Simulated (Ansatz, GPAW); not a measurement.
# A 8-layer slab of Pt(111): simulated STM images, part 2 of 2

What would a tunnelling microscope show on a 8-layer slab of Pt(111)?

GPAW 26.7.0 and Ansatz 0.2.0; Ansatz plane waves; slab in vacuum with a dipole correction, relaxation (the session's first sound run).

So far, upper work function (eV): step 2 (relaxation, PBE) 5.70; step 3 (the slab's potential, PBE, GPAW) 5.67.

## (4) A second plane-wave code (continued)

The electrostatic potential energy of an electron (with the applied field's), less the Fermi level, planar mean oscillates, so the rows of the table below give means over windows of 2.36 Å about each position, cut where the curve ends. Its maxima inside the range that stand out by 2 % of the span (Å: eV): 9.1: -0.334, 11.4: -0.610, 13.7: -0.622, 15.9: 0.0421, 18.3: 0.0493, 20.6: 0.0217, 23.0: 0.444. Its minima: 8.0: -24.1, 10.3: -24.3, 12.5: -24.4, 14.7: -24.3, 17.1: -24.3, 19.5: -24.4, 21.8: -24.2, 24.2: -23.9.

Electrostatic potential energy of an electron (with the applied field's), less the Fermi level, planar mean against z; means over each step:

```
z (Å)  electrostatic potential energy of an electron (with the applied field's), less the Fermi level, planar mean (eV)
 1.18                                                                                                              5.65
 3.54                                                                                                              5.65
 5.90                                                                                                              4.76
 8.26                                                                                                             -11.5
10.62                                                                                                             -12.0
12.98                                                                                                             -12.1
15.34                                                                                                             -11.8
17.70                                                                                                             -11.8
20.06                                                                                                             -11.8
22.42                                                                                                             -11.5
24.78                                                                                                             -8.46
27.14                                                                                                              5.64
29.50                                                                                                              5.70
```

The valence density, planar mean oscillates, so the rows of the table below give means over windows of 2.36 Å about each position, cut where the curve ends. Its maxima inside the range that stand out by 2 % of the span (Å: e/Å³): 8.0: 2.31, 10.3: 2.32, 12.5: 2.35, 14.7: 2.33, 17.1: 2.33, 19.5: 2.34, 21.8: 2.32, 24.2: 2.30. Its minima: 9.1: 0.324, 11.4: 0.326, 13.7: 0.328, 15.9: 0.294, 18.3: 0.296, 20.6: 0.297, 23.0: 0.291.

The valence density, planar mean by z; means over each step:

```
z (Å)  valence density, planar mean (e/Å³)
 3.54                               4.7e-5
 5.90                               0.0421
 8.26                                 1.16
10.62                                 1.17
12.98                                 1.18
15.34                                 1.16
17.70                                 1.16
20.06                                 1.16
22.42                                 1.15
24.78                                0.985
27.14                              0.00275
29.50                               3.3e-6
```

E_range_-2_0. Table of planar mean of the window's density by height over the top atom:

```
height over the top atom (Å)  planar mean of the window's density (e/Å³)
                        1.50                                      0.0282
                        1.70                                      0.0167
                        1.90                                     0.00975
                        2.10                                     0.00565
                        2.30                                     0.00328
                        2.50                                     0.00191
                        2.70                                     0.00111
                        2.90                                      6.4e-4
                        3.10                                      3.7e-4
                        3.30                                      2.1e-4
                        3.50                                      1.2e-4
                        3.70                                      7.1e-5
                        3.90                                      4.1e-5
                        4.10                                      2.3e-5
                        4.30                                      1.3e-5
                        4.50                                      7.7e-6
                        4.70                                      4.4e-6
                        4.90                                      2.5e-6
                        5.10                                      1.4e-6
                        5.30                                      8.2e-7
                        5.50                                      4.7e-7
                        5.70                                      2.7e-7
                        5.90                                      1.5e-7
                        6.10                                      8.8e-8
                        6.30                                      5.1e-8
                        6.50                                      2.9e-8
                        6.70                                      1.7e-8
```

Density over a1 and a2. Constant height 3 Å over the top atom, window e_range_-2_0.

Ten even steps from '_' (4.37 × 1e-4 e/Å³) to '@' (5.90 × 1e-4 e/Å³):
```
@@@@@@%%##**==--::........::--==**##%%@@
@@@@@@%%##**++--::....__....::--++**##%%
%%%%%%%%##**++--::....____....::--++**##
**######****++--::....______....::--++**
++********++==--::....________....::--==
====++++++====--::....__________....::--
::----====----::::....____________....::
..::::::::::::::......______________....
......................________________..
........................................
....________________....................
......______________......::::::::::::::
::::....____________....::::------------
==--::....__________....::--====++++++==
++==--::....________....::--==++********
****++==::....______....::==++****######
%%##**++==::....____....::==++**##%%%%%%
@@%%##**++--::....__....::--++**##%%@@@@
@@@@%%##**==--::........::--==**##%%@@@@
@@@@@@%%**++==::..........::==++**%%@@@@
```
Columns: a1 from 0 to 0.95; rows upwards: a2 from 0 to 0.95.

Tip height over the top atom over a1 and a2. Constant current at the density 4.882e-04 e/Å^3, window e_range_-2_0.

Values in Å, 12 rows by 16 columns, each cell a mean:
```
3.06 3.06 3.05 3.04 3.03 3.01 2.99 2.98 2.97 2.97 2.98 2.99 3.01 3.03 3.04 3.05
3.05 3.05 3.05 3.04 3.03 3.01 3.00 2.98 2.97 2.97 2.97 2.98 3.00 3.01 3.03 3.04
3.03 3.04 3.04 3.03 3.02 3.01 3.00 2.98 2.97 2.96 2.96 2.97 2.98 2.99 3.01 3.02
3.00 3.01 3.01 3.01 3.01 3.00 2.99 2.98 2.97 2.96 2.96 2.96 2.96 2.97 2.98 2.99
2.99 2.99 2.99 3.00 2.99 2.99 2.99 2.98 2.97 2.97 2.96 2.96 2.96 2.97 2.97 2.98
2.97 2.98 2.98 2.98 2.98 2.98 2.98 2.97 2.97 2.97 2.97 2.97 2.97 2.97 2.97 2.97
2.98 2.97 2.97 2.97 2.97 2.97 2.97 2.97 2.97 2.98 2.98 2.98 2.99 2.99 2.99 2.98
2.99 2.99 2.98 2.97 2.96 2.96 2.96 2.97 2.98 2.98 2.99 3.00 3.01 3.01 3.01 3.00
3.02 3.01 2.99 2.98 2.97 2.96 2.96 2.97 2.98 2.99 3.00 3.01 3.02 3.03 3.03 3.02
3.04 3.03 3.02 3.00 2.99 2.97 2.97 2.97 2.98 2.99 3.00 3.02 3.03 3.04 3.05 3.05
3.06 3.05 3.04 3.02 3.00 2.99 2.98 2.97 2.98 2.99 3.00 3.02 3.03 3.05 3.05 3.06
3.06 3.06 3.05 3.04 3.02 3.00 2.99 2.98 2.97 2.98 2.99 3.01 3.03 3.04 3.05 3.06
```
Columns: a1 from 0 to 0.95; rows upwards: a2 from 0 to 0.95.

E_range_-1_0. The planar mean of the window's density by height over the top atom:

```
height over the top atom (Å)  planar mean of the window's density (e/Å³)
                        1.50                                      0.0147
                        1.70                                     0.00867
                        1.90                                     0.00504
                        2.10                                     0.00291
                        2.30                                     0.00168
                        2.50                                      9.8e-4
                        2.70                                      5.7e-4
                        2.90                                      3.3e-4
                        3.10                                      1.9e-4
                        3.30                                      1.1e-4
                        3.50                                      6.4e-5
                        3.70                                      3.7e-5
                        3.90                                      2.2e-5
                        4.10                                      1.2e-5
                        4.30                                      7.2e-6
                        4.50                                      4.1e-6
                        4.70                                      2.4e-6
                        4.90                                      1.4e-6
                        5.10                                      8.0e-7
                        5.30                                      4.6e-7
                        5.50                                      2.7e-7
                        5.70                                      1.5e-7
                        5.90                                      9.0e-8
                        6.10                                      5.2e-8
                        6.30                                      3.0e-8
                        6.50                                      1.7e-8
                        6.70                                      1.0e-8
```

Density over a1 and a2. Constant height 3 Å over the top atom, window e_range_-1_0.

Ten even steps from '0' (2.10 × 1e-4 e/Å³) to '9' (3.35 × 1e-4 e/Å³):
```
99987643211112346789
99987653211011235678
88887653211001123567
67776653211000112356
56666543211000011234
44555443211000001123
23333332211000000112
12222222111000000011
11111111111000000001
11111111111111111111
11000000001111111111
11100000001112222222
22110000001122333333
43211000001123445554
54321100001123456666
66532110001123566777
87653211001123567888
98765321101123567899
99876432111123467899
99986542111112456899
```
Columns: a1 from 0 to 0.95; rows upwards: a2 from 0 to 0.95.

Tip height over the top atom over a1 and a2. Constant current at the density 2.512e-04 e/Å^3, window e_range_-1_0.

Ten even steps from '_' (2.93 Å) to '@' (3.10 Å):
```
@@@@@@%%%%**++==--::....::--==++**%%%%@@
@@@@@@%%%%##**==--::......::--==**##%%%%
%%%%%%%%%%##**==--::........::--==**##%%
##%%%%%%##****==--::..______..::--==****
****####****++==--::..________..::--==++
++++******++++==--::..__________..::--==
--============----::..____________..::--
::--------------::::....__________....::
..::::::::::::::::........________......
........................................
........________........::::::::::::::::
::::....__________....::::--------------
----::..____________..::----============
++==--::..__________..::--==++++******++
**++==--::..________..::--==++****####**
##****==--::..______..::--==****##%%%%%%
%%%%##**==--::........::--==**##%%%%%%%%
@@%%%%##**==--::......::--==**##%%%%@@@@
@@@@%%%%**++==--::....::--==++**%%%%@@@@
@@@@@@%%##**++--::......::--++**##%%@@@@
```
Columns: a1 from 0 to 0.95; rows upwards: a2 from 0 to 0.95.

E_range_0_1.5. Table of planar mean of the window's density by height over the top atom:

```
height over the top atom (Å)  planar mean of the window's density (e/Å³)
                        1.50                                      0.0122
                        1.70                                     0.00837
                        1.90                                     0.00563
                        2.10                                     0.00373
                        2.30                                     0.00245
                        2.50                                     0.00161
                        2.70                                     0.00105
                        2.90                                      6.8e-4
                        3.10                                      4.4e-4
                        3.30                                      2.8e-4
                        3.50                                      1.8e-4
                        3.70                                      1.1e-4
                        3.90                                      7.2e-5
                        4.10                                      4.6e-5
                        4.30                                      2.9e-5
                        4.50                                      1.8e-5
                        4.70                                      1.1e-5
                        4.90                                      7.2e-6
                        5.10                                      4.5e-6
                        5.30                                      2.8e-6
                        5.50                                      1.8e-6
                        5.70                                      1.1e-6
                        5.90                                      7.1e-7
                        6.10                                      4.5e-7
                        6.30                                      2.8e-7
                        6.50                                      1.8e-7
                        6.70                                      1.1e-7
```

Density over a1 and a2. Constant height 3 Å over the top atom, window e_range_0_1.5.

Ten even steps from '_' (5.04 × 1e-4 e/Å³) to '@' (6.20 × 1e-4 e/Å³):
```
@@@@@@%%##**==--::........::--==**##%%@@
@@@@@@%%##**++==::::......::::==++**##%%
%%%%%%%%##**++==--::........::--==++**##
**######****++==--::....__....::--==++**
++********++====--::....____....::--====
====++++++====--::::....______....::::--
----------------::::....________....::::
::::::::::::::::::......__________......
........................................
........................................
....________________......::::::::::::..
::....______________....::::::------::::
--::....____________....::----========--
==--::....__________....::--====++++++==
++==--::....________....::--==++********
****++--::....______....::--++****######
%%##**++--::....____....::--++**##%%%%%%
@@%%##**++--::....__....::--++**##%%@@@@
@@@@%%##**==--::........::--==**##%%@@@@
@@@@@@%%**++==--::......::--==++**%%@@@@
```
Columns: a1 from 0 to 0.95; rows upwards: a2 from 0 to 0.95.

Tip height over the top atom over a1 and a2. Constant current at the density 5.440e-04 e/Å^3, window e_range_0_1.5.

Ten even steps from '_' (2.963 Å) to '@' (3.055 Å):
```
@@@@@@%%##**++==--::....::--==++**##%%@@
@@@@@@%%%%##++==--::......::--==++##%%%%
%%%%%%%%####++==--::........::--==++####
####%%####**++==--::..........::--==++**
************++==--::............::--==++
==++++++++++====--::....______....::--==
--============----::......____......::--
::::----------::::::........__........::
....::::::::::::........................
........................................
......____________......::::::::::::::::
::....______________....::--------------
--::::..____________..::::--============
====--::..__________..::--====++++++++++
**++==--::..________..::--==++****####**
##**++==--::..______..::--==++**####%%##
%%##**++==--::..____..::--==++**##%%%%%%
@@%%%%**++==--::......::--==++**%%%%@@@@
@@@@%%##**++==::........::==++**##%%@@@@
@@@@@@%%##**==--::......::--==**##%%@@@@
```
Columns: a1 from 0 to 0.95; rows upwards: a2 from 0 to 0.95.

Force by atom:

```
atom  x (eV/Å)  y (eV/Å)  z (eV/Å)   size
 Pt1     0.000     0.000    -0.563  0.563
 Pt2     0.000     0.000     0.197  0.197
 Pt3     0.000     0.000    -0.021  0.021
 Pt4     0.000     0.000     0.383  0.383
 Pt5     0.000     0.000     0.003  0.003
 Pt6     0.000     0.000    -0.002  0.002
 Pt7     0.000     0.000     0.001  0.001
 Pt8     0.000     0.000     0.002  0.002
```

Band density in the ca plane at fractional y = 0.000, with atoms of Pt within 0.2 Å of it.

Ten steps, logarithmic in the rise over the least value, from '0' (0.0 Å⁻³) to '9' (1.3 Å⁻³), each cell a mean:
```
21122222478998521222112222147999974210000000
42234432367886423444223444236888763200000000
53345654345654335665334665424566542100000000
54356765223332246765435676522333332100000000
53346664234443235665335666423444432100000000
43245543357776334554324554335777753100000000
31123322368887422333112332247999864210000000
11012211478998521121101221148999974210000000
```
Columns run along c (16.0 Å, from fractional 0.41 to 0.91 of the cell), rows up along a (2.8 Å). Atoms in or near the plane, at fractional coordinates: Pt at (0.54, 0.00), Pt at (0.76, 0.00).

Band density in the ca plane at fractional y = 0.000, with atoms of Pt within 0.2 Å of it.

Ten steps, logarithmic in the rise over the least value, from '0' (0.00 Å⁻³) to '9' (0.82 Å⁻³), each cell a mean:
```
11012211378887521221101221147999974210000000
32123432257876323443113443225788753200000000
43245653235554234554224565323555432100000000
53246764212221135665335666421233221100000000
53246653223442235665325666422344332100000000
42234542246775323443223454324677653100000000
21112321368887422232112232137888864210000000
10011111478888521111001111048999974210000000
```
Columns run along c (16.0 Å, from fractional 0.41 to 0.91 of the cell), rows up along a (2.8 Å). Atoms in or near the plane, at fractional coordinates: Pt at (0.54, 0.00), Pt at (0.76, 0.00).

Band density in the ca plane at fractional y = 0.000, with atoms of Pt within 0.2 Å of it.

Ten steps, logarithmic in the rise over the least value, from '0' (0.00 Å⁻³) to '9' (0.36 Å⁻³), each cell a mean:
```
22223332479998633332222333236899865321000000
43234543368986434554323454325798754210000000
64356764345764335675334676423576543210000000
74357864323333235786435786432344332210000000
64357764334553335776435776423455433210000000
53345653357886334664334565324788653210000000
32233433478998533443223344226899764311000000
22222222589999632222222232137898875321000000
```
Columns run along c (16.0 Å, from fractional 0.41 to 0.91 of the cell), rows up along a (2.8 Å). Atoms in or near the plane, at fractional coordinates: Pt at (0.54, 0.00), Pt at (0.76, 0.00).

The upper face's work function is 5.698 eV, against 5.671 eV in the first plane-wave PBE run at this geometry.

## (5) Side by side

Results and costs are gathered.

This step: comparison of work functions, dipole and cost (GPAW 26.7.0).

Ladder, by row:

```
  step    code  work function, upper (eV)  work function, lower (eV)  dipole (e Å)  wall time (s)  peak memory (GiB)  threads
    pw    GPAW                      5.671                       5.62     -0.001646           1434               1.02        1
ansatz  Ansatz                      5.698                      5.647     -0.001884          18.63              0.874        4
```

## (6) What came out

```json
{
  "work function, upper and lower face": "5.671 and 5.620 eV",
  "dipole along the normal": "-0.00165 e Å",
  "corrugation at -2 V": "0.116 Å",
  "corrugation at -1 V": "0.162 Å",
  "corrugation at 1.5 V": "0.103 Å"
}
```

In words: The corrugation at constant current is largest at -1 V, where the tip height varies by 0.16 Å over the cell. Negative sample bias images filled states, positive bias empty ones. The two faces differ by 0.052 eV, the step that the slab's dipole makes (e p/(ε0 A) gives 0.045 eV), so the dipole layer is needed. The lowest atoms were held at bulk positions, which alone makes the faces unlike. The measured value for this face is 5.91 eV (as compiled in "Anisotropic work function of elemental crystals", 2019, arxiv:1902.07811); the relaxed upper face lies 0.24 eV under it with PBE. Measured work functions scatter by a tenth of an eV or more between methods. The two plane-wave codes differ by 0.027 eV on the upper face. The images are of Tersoff-Hamann type: an s-wave tip, no tip-sample forces, heights closer than in a microscope. Ansatz gives corrugations of 0.11 Å at -2 V (GPAW 0.12), 0.17 Å at -1 V (GPAW 0.16) and 0.092 Å at 1.5 V (GPAW 0.10). GPAW's time includes a further run over the whole zone for the images, so the two times are not like for like. The small printed dipole stands for a step of 45 meV from the lower to the upper face, and the probes find 52 meV; values this small are near the numerical noise of both. The in-plane lattice was kept as typed, which isn't the functional's own and leaves some strain; spin-orbit coupling and temperature are left out.

[Logs are printed without paths, hosts, clocks, repeated set-up lines and the standing remarks that a program may print on its own settings, such as how far it seeks lower states.]

[Hosts, paths, dates, database ids (printed as entryN), source tags and the programs' standing remarks are cut or masked in the printed files.]
